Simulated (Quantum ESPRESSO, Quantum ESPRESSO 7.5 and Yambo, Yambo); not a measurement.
# KI (Fm-3m): one start, several treatments of the self-energy

Wanted: the gap of KI (Fm-3m) under several approximations, with cost.

Method: PBE and many-body steps on it, plane waves, in Quantum ESPRESSO 7.5 and Yambo 5.3.0.

Report form: the programs' logs are mostly left out.

### Step 1. Starting point

Symmetry: Fm-3m, No. 225, cubic system. Conventional cell: a = 7.066 Å, b = 7.066 Å, c = 7.066 Å, α = 90.00°, β = 90.00°, γ = 90.00°. Nearest to K lie 6 I at 3.53 Å. Nearest to I lie 6 K at 3.53 Å. Farther neighbours and most contacts between anions are not listed.

As a file:

```cif
data_structure
_symmetry_space_group_name_H-M 'Fm-3m'
_symmetry_Int_Tables_number 225
_cell_length_a 7.0655
_cell_length_b 7.0655
_cell_length_c 7.0655
_cell_angle_alpha 90.000
_cell_angle_beta 90.000
_cell_angle_gamma 90.000
_cell_volume 352.73
loop_
_atom_site_label
_atom_site_type_symbol
_atom_site_symmetry_multiplicity
_atom_site_Wyckoff_symbol
_atom_site_fract_x
_atom_site_fract_y
_atom_site_fract_z
_atom_site_occupancy
K1 K 4 a 0.00000 0.00000 0.00000 1
I1 I 4 b 0.50000 0.00000 0.00000 1
```

The cell and positions come from the Crystallography Open Database and are kept as given unless a step says otherwise. Spin-orbit coupling is left out unless a step names it.

### Step 2. Empty states on the mesh, 4×4×4 mesh, 384 bands

This step: Quantum ESPRESSO 7.5; DFT, PBE, plane waves, norm-conserving pseudopotentials.

The sums over transitions need many empty states on a uniform mesh; this step solves for them.

pw.in

```
&control
  calculation = 'nscf'
  prefix = 'x'
  outdir = 'o'
  pseudo_dir = 'pseudo'
/
&system
  ibrav = 0
  nat = 2
  ntyp = 2
  ecutwfc = 76.0
  nbnd = 384
  force_symmorphic = .true.
/
&electrons
  conv_thr = 1e-9
  electron_maxstep = 80
  diago_full_acc = .true.
  diago_thr_init = 5e-6
/
ATOMIC_SPECIES
  K 39.098 K.upf
  I 126.9 I.upf
CELL_PARAMETERS angstrom
  0.0000000000 3.5327750000 3.5327750000
  3.5327750000 0.0000000000 3.5327750000
  3.5327750000 3.5327750000 -0.0000000000
ATOMIC_POSITIONS crystal
  K 0.0000000000 0.0000000000 0.0000000000
  I 0.5000000000 0.5000000000 0.5000000000
K_POINTS automatic
  4 4 4 0 0 0
```

Started as:

```sh
$ OMP_NUM_THREADS=1 mpirun -n 4 pw.x -nk 4 -in pw.in > pw.out
```

Wall time 97 s (4 MPI ranks of Intel Xeon Platinum 8259CL at 2.50GHz (Skylake/Cascade Lake), shared host); peak memory 1.2 GiB; 6.5 min of CPU time.

Numbers from this step:

| Item | Value |
| --- | --- |
| gap | 3.968 eV |
| k of the valence top | 0, 0, 0 |
| k of the conduction bottom | 0, 0, 0 |
| least direct gap | 3.968 eV |
| k points computed | 8 |
| lowest point of the top converged band, above the valence top | 142.3339 eV |

On this mesh the gap is 3.968 eV.

The density comes from a self-consistent run that is not shown.

### Step 3. Conversion and set-up

This step: Yambo 5.3.0; conversion and set-up on PBE, plane waves, norm-conserving pseudopotentials.

The states are converted to the many-body program's format and the q mesh is built.

Started as:

```sh
$ (cd o/x.save; p2y > p2y.log; mv SAVE ../..); yambo > setup.log
```

Wall time 6.4 s (1 MPI rank); peak memory 0.26 GiB.

### Step 4. G0W0, Godby-Needs plasmon pole

Now the one-shot GW correction: screening in the RPA, then the self-energy of the levels asked for.

This step: G0W0 on PBE, plane waves, norm-conserving pseudopotentials.

gw2.in

```
HF_and_locXC
gw0
dyson
ppa
em1d
rim_cut
RandQpts= 1000000
RandGvec= 1 RL
EXXRLvcs= 76 Ry
VXCRLvcs= 304 Ry
Chimod= "HARTREE"
% BndsRnXp
 1 | 167 |
%
NGsBlkXp= 11.5 Ry
% LongDrXp
 1 | 1 | 1 |
%
% GbndRnge
 1 | 167 |
%
DysSolver= "n"
ExtendOut
PPAPntXp= 27.21138 eV
% QPkrange
 1 | 1 | 16 | 19 |
%
```

Started as:

```sh
$ OMP_NUM_THREADS=1 mpirun -n 4 yambo -F gw2.in -J gw2 -C gw2 > gw2.log
```

Run time: 12 min. Hardware: 4 MPI ranks; peak memory 2.2 GiB; 50 min of CPU time.

Numbers from this step:

```yaml
g0w0_gap_on_the_points_computed: 6.052 eV
starting_gap_on_the_mesh: 3.968 eV
k_of_the_valence_top: 0, 0, 0
k_of_the_conduction_bottom: 0, 0, 0
least_direct_g0w0_gap_on_the_computed_points: 6.052 eV
z_at_the_valence_top: 0.8260
z_at_the_conduction_bottom: 0.8630
```

The gap on the mesh goes from 3.97 eV to 6.05 eV, a correction of +2.08 eV.

### Step 5. One-shot COHSEX

This step: one-shot COHSEX on PBE, plane waves, norm-conserving pseudopotentials.

gw4.in

```
HF_and_locXC
gw0
dyson
cohsex
em1s
rim_cut
RandQpts= 1000000
RandGvec= 1 RL
EXXRLvcs= 76 Ry
VXCRLvcs= 304 Ry
Chimod= "HARTREE"
% BndsRnXs
 1 | 167 |
%
NGsBlkXs= 11.5 Ry
% LongDrXs
 1 | 1 | 1 |
%
% GbndRnge
 1 | 167 |
%
DysSolver= "n"
ExtendOut
% QPkrange
 1 | 1 | 16 | 19 |
%
```

Started as:

```sh
$ OMP_NUM_THREADS=1 mpirun -n 4 yambo -F gw4.in -J gw4 -C gw4 > gw4.log
```

It took 9.2 min on 4 MPI ranks; peak memory 2.2 GiB.

Numbers from this step:

| Property | Result |
| --- | --- |
| quasiparticle gap on the points computed | 7.384 eV |
| starting gap on the mesh | 3.968 eV |
| k of the valence top | 0, 0, 0 |
| k of the conduction bottom | 0, 0, 0 |
| least direct quasiparticle gap on the computed points | 7.384 eV |
| Z at the valence top | 1 |
| Z at the conduction bottom | 1 |

Against G0W0 in Yambo (4×4×4 mesh, 167 bands, screening to 156.5 eV, Godby-Needs plasmon pole), the gap moves by +1.332 eV.

### Step 6. One-shot Hartree-Fock

This step: one-shot Hartree-Fock on PBE, plane waves, norm-conserving pseudopotentials.

gw5.in

```
HF_and_locXC
rim_cut
RandQpts= 1000000
RandGvec= 1 RL
EXXRLvcs= 76 Ry
VXCRLvcs= 304 Ry
% QPkrange
 1 | 1 | 16 | 19 |
%
```

Started as:

```sh
$ OMP_NUM_THREADS=1 mpirun -n 4 yambo -F gw5.in -J gw5 -C gw5 > gw5.log
```

The job ended after 30 s (4 MPI ranks; peak memory 2.1 GiB; 2 min of CPU time).

This step gave:

```yaml
quasiparticle_gap_on_the_mesh: 10.48 eV
starting_gap_on_the_mesh: 3.968 eV
k_of_the_valence_top: 0, 0, 0
k_of_the_conduction_bottom: 0, 0, 0
least_direct_quasiparticle_gap_on_the_computed_points: 10.48 eV
```

Against G0W0 in Yambo (4×4×4 mesh, 167 bands, screening to 156.5 eV, Godby-Needs plasmon pole), the gap moves by +4.425 eV.

### Step 7. The runs together

Times are wall times on 4 MPI ranks of Intel Xeon Platinum 8259CL at 2.50GHz (Skylake/Cascade Lake), shared host, good to a factor of about two.

| run | mesh | bands | screening cutoff (eV) | DFT gap (eV) | gap on the mesh (eV) | direct (eV) | time |
| --- | --- | --- | --- | --- | --- | --- | --- |
| G0W0, Godby-Needs plasmon pole | 4×4×4 | 167 | 156.5 | 3.968 | 6.052 | 6.052 | 12 min |
| one-shot COHSEX | 4×4×4 | 167 | 156.5 | 3.968 | 7.384 | 7.384 | 9.2 min |
| one-shot Hartree-Fock | 4×4×4 | - | - | 3.968 | 10.476 | 10.476 | 30 s |

### Step 8. What came out

```yaml
g0w0_godby_needs_plasmon_pole: 6.052 eV
one_shot_cohsex: 7.384 eV
one_shot_hartree_fock: 10.476 eV
known_limits: not at the basis limit; no spin-orbit coupling
```

In words: One-shot COHSEX: +1.332 eV against G0W0, Godby-Needs plasmon pole. One-shot Hartree-Fock: +4.425 eV against G0W0, Godby-Needs plasmon pole. Bare exchange alone opens the gap to 10.48 eV; against G0W0, correlation takes back 4.42 eV. Static COHSEX lies above G0W0: it lacks the factor Z and overstates the Coulomb hole of the filled states. Bands and cutoff are finite, so the gap is not at the basis limit. The miss can reach some tenths of an eV and take either sign; the mesh is an error of its own. The many-body steps are scalar-relativistic: spin-orbit coupling is not in them.

[Paths, hosts, dates, memory and timing lines, banners, echoed tables and standing remarks are left out of the program output.]

[Logs are printed without paths, hosts, clocks, repeated set-up lines and the standing remarks that a program may print on its own settings, such as how far it seeks lower states.]

[Runs of the session that timed out or met a known fault of the program may be left out.]

[Hosts, paths, dates, database ids (printed as entryN), source tags and the programs' standing remarks are cut or masked in the printed files.]
